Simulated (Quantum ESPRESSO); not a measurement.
## BP: optical spectrum from first principles

Wanted: where BP starts to absorb, how strongly, and its refractive index.

Program: Quantum ESPRESSO 7.5. Level of theory: DFT, PBE, plane waves with norm-conserving potentials (PseudoDojo), scalar-relativistic, independent-particle optical response without local fields and without the non-local commutator. Results are calculated unless marked as measured.

**1. Set-up**

The structure is cubic, space group F-43m (No. 216). The conventional cell has a = 4.538 Å, b = 4.538 Å, c = 4.538 Å, α = 90.00°, β = 90.00°, γ = 90.00°. Nearest to P lie 4 B at 1.97 Å. Nearest to B lie 4 P at 1.97 Å. Farther neighbours are not listed.

**2. Ground state**

First the ground state: is it a metal or has it a gap?

This step: DFT, PBE, plane waves with norm-conserving potentials (PseudoDojo), scalar-relativistic, ground state (Quantum ESPRESSO 7.5).

File scf.in:

```
&control
  calculation = 'scf'
  prefix = 'x'
  outdir = './tmp'
  pseudo_dir = './'
  verbosity = 'high'
/
&system
  ibrav = 0
  nat = 2
  ntyp = 2
  ecutwfc = 70
  occupations = 'smearing'
  smearing = 'fd'
  degauss = 0.003675
  nbnd = 8
/
&electrons
  conv_thr = 1e-09
  electron_maxstep = 100
/
ATOMIC_SPECIES
  P 1.0 P.upf
  B 1.0 B.upf
CELL_PARAMETERS angstrom
  0.000000000000 2.269000000000 2.269000000000
  2.269000000000 0.000000000000 2.269000000000
  2.269000000000 2.269000000000 0.000000000000
ATOMIC_POSITIONS crystal
  P 0.750000000000 0.750000000000 0.750000000000
  B 0.000000000000 0.000000000000 0.000000000000
K_POINTS automatic
  8 8 8 0 0 0
```

The run is started by

```console
$ mpirun -n 4 pw.x -nk 4 -in scf.in
```

What it wrote:

```text
for quantum simulation of materials; please cite

     using ibrav=0 with symmetry is DISCOURAGED, use correct ibrav instead

     G-vector sticks info
     --------------------
     sticks:   dense  smooth     PW     G-vecs:    dense   smooth      PW
     Sum         703     703    211                12387    12387    2109

     Using Slab Decomposition

     bravais-lattice index     =            0
     lattice parameter (alat)  =       6.0638  a.u.
     unit-cell volume          =     157.6631 (a.u.)^3
     number of atoms/cell      =            2
     number of atomic types    =            2
     number of electrons       =         8.00
     number of Kohn-Sham states=            8
     kinetic-energy cutoff     =      70.0000  Ry
     charge density cutoff     =     280.0000  Ry
     scf convergence threshold =      1.0E-09
     mixing beta               =       0.7000
     number of iterations used =            8  plain     mixing
     Exchange-correlation= PBE
                           (   1   4   3   4   0   0   0)

     celldm(1)=   6.063849  celldm(2)=   0.000000  celldm(3)=   0.000000
     celldm(4)=   0.000000  celldm(5)=   0.000000  celldm(6)=   0.000000

     crystal axes: (cart. coord. in units of alat)
               a(1) = (   0.000000   0.707107   0.707107 )
               a(2) = (   0.707107   0.000000   0.707107 )
               a(3) = (   0.707107   0.707107   0.000000 )

     reciprocal axes: (cart. coord. in units 2 pi/alat)
               b(1) = ( -0.707107  0.707107  0.707107 )
               b(2) = (  0.707107 -0.707107  0.707107 )
               b(3) = (  0.707107  0.707107 -0.707107 )

     ./P.upf
     Pseudo is Norm-conserving + core correction, Zval =  5.0
     Generated using ONCVPSP code by D. R. Hamann
     Using radial grid of 1298 points,  6 beta functions with:
                l(1) =   0
                l(2) =   0
                l(3) =   1
                l(4) =   1
                l(5) =   2
                l(6) =   2

     ./B.upf
     Pseudo is Norm-conserving + core correction, Zval =  3.0
     Generated using ONCVPSP code by D. R. Hamann
     Using radial grid of 1534 points,  4 beta functions with:
                l(1) =   0
                l(2) =   0
                l(3) =   1
                l(4) =   1

     atomic species   valence    mass     pseudopotential
     P                 5.00     1.00000     P ( 1.00)
     B                 3.00     1.00000     B ( 1.00)

     24 Sym. Ops. (no inversion) found

                                    s                        frac. trans.

     [... symmetry matrices left out ...]
   Cartesian axes

     site n.     atom                  positions (alat units)
         1        P      tau(   1) = (   1.0606602   1.0606602   1.0606602  )
         2        B      tau(   2) = (   0.0000000   0.0000000   0.0000000  )

   Crystallographic axes

     site n.     atom                  positions (cryst. coord.)
         1        P      tau(   1) = (  0.7500000  0.7500000  0.7500000  )
         2        B      tau(   2) = (  0.0000000  0.0000000  0.0000000  )

     number of k points=    29  Fermi-Dirac smearing, width (Ry)=  0.0037
                       cart. coord. in units 2pi/alat
        k(    1) = (   0.0000000   0.0000000   0.0000000), wk =   0.0039062
        k(    2) = (   0.0883883   0.0883883  -0.0883883), wk =   0.0312500
        k(    3) = (   0.1767767   0.1767767  -0.1767767), wk =   0.0312500
        k(    4) = (   0.2651650   0.2651650  -0.2651650), wk =   0.0312500
        k(    5) = (  -0.3535534  -0.3535534   0.3535534), wk =   0.0156250
        k(    6) = (   0.1767767   0.0000000   0.0000000), wk =   0.0234375
        k(    7) = (   0.2651650   0.0883883  -0.0883883), wk =   0.0937500
        k(    8) = (   0.3535534   0.1767767  -0.1767767), wk =   0.0937500
        k(    9) = (  -0.2651650  -0.4419417   0.4419417), wk =   0.0937500
        k(   10) = (  -0.1767767  -0.3535534   0.3535534), wk =   0.0937500
        k(   11) = (  -0.0883883  -0.2651650   0.2651650), wk =   0.0937500
        k(   12) = (   0.0000000  -0.1767767   0.1767767), wk =   0.0468750
        k(   13) = (   0.3535534   0.0000000   0.0000000), wk =   0.0234375
        k(   14) = (   0.4419417   0.0883883  -0.0883883), wk =   0.0937500
        k(   15) = (  -0.1767767  -0.5303301   0.5303301), wk =   0.0937500
        k(   16) = (  -0.0883883  -0.4419417   0.4419417), wk =   0.0937500
[...]
cryst. coord.
[...]
k(   22) = (   0.1250000   0.2500000   0.3750000), wk =   0.0937500
        k(   23) = (   0.1250000   0.2500000  -0.5000000), wk =   0.1875000
        k(   24) = (   0.1250000   0.2500000  -0.3750000), wk =   0.0937500
        k(   25) = (   0.1250000   0.3750000  -0.5000000), wk =   0.0937500
        k(   26) = (   0.1250000   0.3750000  -0.3750000), wk =   0.1875000
        k(   27) = (   0.1250000   0.3750000  -0.2500000), wk =   0.0937500
        k(   28) = (   0.1250000  -0.5000000  -0.3750000), wk =   0.0468750
        k(   29) = (   0.2500000  -0.5000000  -0.2500000), wk =   0.0234375

     Dense  grid:    12387 G-vectors     FFT dimensions: (  36,  36,  36)

     Initial potential from superposition of free atoms

     starting charge       7.9996, renormalised to       8.0000
     Starting wfcs are    8 randomized atomic wfcs

     Self-consistent Calculation

     iteration #  1     ecut=    70.00 Ry     beta= 0.70
     Davidson diagonalization with overlap

            43 MiB given to the printing process from OS
            13 MiB allocation reported by mallinfo(arena+hblkhd)
------------------
     ethr =  1.00E-02,  avg # of iterations =  4.7

     total energy              =     -19.75656198 Ry
     estimated scf accuracy    <       0.15608110 Ry

     iteration #  2     ecut=    70.00 Ry     beta= 0.70
     Davidson diagonalization with overlap

            50 MiB given to the printing process from OS
            17 MiB allocation reported by mallinfo(arena+hblkhd)
------------------
     ethr =  1.95E-03,  avg # of iterations =  2.0

     total energy              =     -19.78738602 Ry
     estimated scf accuracy    <       0.02965586 Ry

     iteration #  3     ecut=    70.00 Ry     beta= 0.70
     Davidson diagonalization with overlap

            50 MiB given to the printing process from OS
            17 MiB allocation reported by mallinfo(arena+hblkhd)
------------------
     ethr =  3.71E-04,  avg # of iterations =  1.8

     total energy              =     -19.79334260 Ry
     estimated scf accuracy    <       0.00059997 Ry

     iteration #  4     ecut=    70.00 Ry     beta= 0.70
     Davidson diagonalization with overlap

            51 MiB given to the printing process from OS
            17 MiB allocation reported by mallinfo(arena+hblkhd)
------------------
     ethr =  7.50E-06,  avg # of iterations =  5.4

     total energy              =     -19.79351761 Ry
     estimated scf accuracy    <       0.00004380 Ry

     iteration #  5     ecut=    70.00 Ry     beta= 0.70
     Davidson diagonalization with overlap

            51 MiB given to the printing process from OS
            18 MiB allocation reported by mallinfo(arena+hblkhd)
------------------
     ethr =  5.47E-07,  avg # of iterations =  2.2

     total energy              =     -19.79352916 Ry
     estimated scf accuracy    <       0.00000040 Ry

     iteration #  6     ecut=    70.00 Ry     beta= 0.70
     Davidson diagonalization with overlap

            51 MiB given to the printing process from OS
            18 MiB allocation reported by mallinfo(arena+hblkhd)
------------------
     ethr =  5.00E-09,  avg # of iterations =  3.2

     total energy              =     -19.79352943 Ry
     estimated scf accuracy    <          6.2E-09 Ry

     iteration #  7     ecut=    70.00 Ry     beta= 0.70
     Davidson diagonalization with overlap

            51 MiB given to the printing process from OS
            18 MiB allocation reported by mallinfo(arena+hblkhd)
------------------
     ethr =  7.74E-11,  avg # of iterations =  3.5

     total energy              =     -19.79352944 Ry
     estimated scf accuracy    <          1.2E-09 Ry

     iteration #  8     ecut=    70.00 Ry     beta= 0.70
     Davidson diagonalization with overlap

            52 MiB given to the printing process from OS
            19 MiB allocation reported by mallinfo(arena+hblkhd)
------------------
     ethr =  1.52E-11,  avg # of iterations =  1.8

     End of self-consistent calculation

          k = 0.0000 0.0000 0.0000 (  1471 PWs)   bands (ev):

    -6.2179   9.2413   9.2413   9.2413  12.6481  12.6481  12.6481  16.5992

     occupation numbers
     1.0000   1.0000   1.0000   1.0000   0.0000   0.0000   0.0000   0.0000

          k = 0.0884 0.0884-0.0884 (  1534 PWs)   bands (ev):

    -5.9368   7.3893   8.8138   8.8138  13.1767  13.2378  13.2378  17.3900

     occupation numbers
     1.0000   1.0000   1.0000   1.0000   0.0000   0.0000   0.0000   0.0000

          k = 0.1768 0.1768-0.1768 (  1546 PWs)   bands (ev):

    -5.1124   4.3986   8.1250   8.1250  13.2405  14.0060  14.0060  18.8436

     occupation numbers
     1.0000   1.0000   1.0000   1.0000   0.0000   0.0000   0.0000   0.0000

          k = 0.2652 0.2652-0.2652 (  1555 PWs)   bands (ev):

    -3.8508   1.6734   7.6475   7.6475  13.0877  14.0635  14.0635  19.4078

     occupation numbers
     1.0000   1.0000   1.0000   1.0000   0.0000   0.0000   0.0000   0.0000

          k =-0.3536-0.3536 0.3536 (  1538 PWs)   bands (ev):

    -2.8943   0.2111   7.4840   7.4840  13.0189  13.9581  13.9581  19.3752

     occupation numbers
     1.0000   1.0000   1.0000   1.0000   0.0000   0.0000   0.0000   0.0000

          k = 0.1768 0.0000 0.0000 (  1531 PWs)   bands (ev):

    -5.8428   8.0618   8.0672   8.0672  12.0246  14.2315  14.2315  16.8414

     occupation numbers
     1.0000   1.0000   1.0000   1.0000   0.0000   0.0000   0.0000   0.0000

     [... further k points left out ...]

     the Fermi energy is     9.8611 ev

!    total energy              =     -19.79352944 Ry
     estimated scf accuracy    <          1.0E-11 Ry
     smearing contrib. (-TS)   =      -0.00000000 Ry
     internal energy E=F+TS    =     -19.79352943 Ry

     The total energy is F=E-TS. E is the sum of the following terms:
     one-electron contribution =       6.57255484 Ry
     hartree contribution      =       1.26169359 Ry
     xc contribution           =      -6.64453832 Ry
     ewald contribution        =     -20.98323954 Ry

     convergence has been achieved in   8 iterations

     XML data file, charge density, pseudopotentials, collected wavefunctions

                                        0.00s GPU  (     252 calls)

=------------------------------------------------------------------------------=
   JOB DONE.
=------------------------------------------------------------------------------=
```

Wall time 2.2 s (4 MPI ranks of Arm Neoverse V2, shared host); peak memory 0.05 GiB.

Numbers from this step:

```
total energy           : -19.79 Ry
gap on the k-mesh      : 1.280 eV
direct gap on the mesh : 3.407 eV
```

There is a gap, 1.28 eV on this mesh (points off the mesh can give less), so no carriers' term is needed.

(Part 1 of 3 ends here.)

[Machine, clock, banner and «Message from routine» lines are left out of the logs.]

[Logs are printed without paths, hosts, clocks, repeated set-up lines and the standing remarks that a program may print on its own settings, such as how far it seeks lower states.]

[Hosts, paths, dates, database ids (printed as entryN), source tags and the programs' standing remarks are cut or masked in the printed files.]
